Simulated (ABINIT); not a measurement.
An input for ABINIT 10.8.3 (LiNbO3 (R3c)):

```
acell 3*1.0 Angstrom
rprim 
  2.575800000019 1.487138823389 4.623000000000
  -2.575800000018 1.487138823389 4.623000000000
  0.000000000000 -2.974277646779 4.623000000000
ntypat 3
znucl 3 41 8
natom 10
typat 1 1 2 2 3 3 3 3 3 3
xred 
  0.281500000000 0.281500000000 0.281500000000
  0.781500000000 0.781500000000 0.781500000000
  0.000055000000 0.000055000000 0.000055000000
  0.500055000000 0.500055000000 0.500055000000
  0.112310000000 0.358360000000 0.719590000000
  0.719590000000 0.112310000000 0.358360000000
  0.358360000000 0.719590000000 0.112310000000
  0.219590000000 0.858360000000 0.612310000000
  0.858360000000 0.612310000000 0.219590000000
  0.612310000000 0.219590000000 0.858360000000
pp_dirpath "pseudos"
pseudos "Li.upf, Nb.upf, O.upf"
ecut 37
ngkpt 2 2 2
nshiftk 1
shiftk 0 0 0
kptopt 1
chksymbreak 0
iscf -2
irdden 1
istwfk *1
nband 220
nbdbuf 20
tolwfr 1e-09
nstep 60
prtvol 0
indata_prefix "in"
outdata_prefix "out"
tmpdata_prefix "tmp"
```

```sh
OMP_NUM_THREADS=1 mpirun -n 4 abinit run.abi > log
```

Estimate wall time and host memory on 4 MPI ranks of Arm Neoverse V1, shared host.

It took 97 s; on shared hardware allow 48 s to 3.2 min. Peak host memory was 0.51 GiB.

[Paths, hosts, dates, memory and timing lines, banners, echoed tables and standing remarks are left out of the program output.]

[Logs are printed without paths, hosts, clocks, repeated set-up lines and the standing remarks that a program may print on its own settings, such as how far it seeks lower states.]

[Runs of the session that timed out or met a known fault of the program may be left out.]

[Hosts, paths, dates, database ids (printed as entryN), source tags and the programs' standing remarks are cut or masked in the printed files.]

[G0W0 gaps are taken among the corrected bands and points alone; a level outside them can change the order at an edge.]

[Where Ansatz stands beside ABINIT at settings called matched, ABINIT's density can come from a denser mesh and the files from another edition; pairs whose starting gaps differed by over 0.03 eV were left out, so agreement reads better than it is.]
